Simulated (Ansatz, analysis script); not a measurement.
Computed results, one entry a study.

## Free-standing square Mo monolayer, spacing 2.904 Å: E(q) by the generalised Bloch theorem

The cell holds 1 atom: 1 Mo. Its edges and angles: a = 2.904 Å, b = 2.904 Å, c = 14.000 Å, α = 90.0°, β = 90.0°, γ = 90.0°. An idealised lattice of chosen spacing, in vacuum. Vacuum lies along c.

| Property | Result |
| --- | --- |
| method | PBE, PAW set soft_1; spin spirals by the generalised Bloch theorem, no spin–orbit coupling (and 2 further levels or steps) |
| program | Ansatz 0.2.0 and analysis script 1 |
| settings of one run | cutoff 420 eV, 20×20×1 k-mesh, Fermi-Dirac occupations, smearing width 0.05 eV, cone angle 90 °, wavevectors 13, starting moments 0.93 μB |
| notes | No spin model is given, since the moments change too much along the path. The cell was taken as built, with atoms unrelaxed. In doubt: the program’s search for lower states was switched off, so a lower magnetic state than those reached may exist. |
| lowest point of the path | q = (0.5, 0.5, 0), -432 meV a magnetic atom from q = 0 |
| highest point | 0 meV a magnetic atom |

The state at q = (0.5, 0.5, 0) lies 432 meV a magnetic atom below the ferromagnetic start, so that start is not the lowest state; a flat spiral with q made of halves, on one magnetic atom a cell, is a collinear order of a doubled cell. The moments change by at most 192 % from their size at q = 0, so they are itinerant and a model of rigid spins is rough.

[Hosts, paths, dates, database ids (printed as entryN), source tags and the programs' standing remarks are cut or masked in the printed files.]
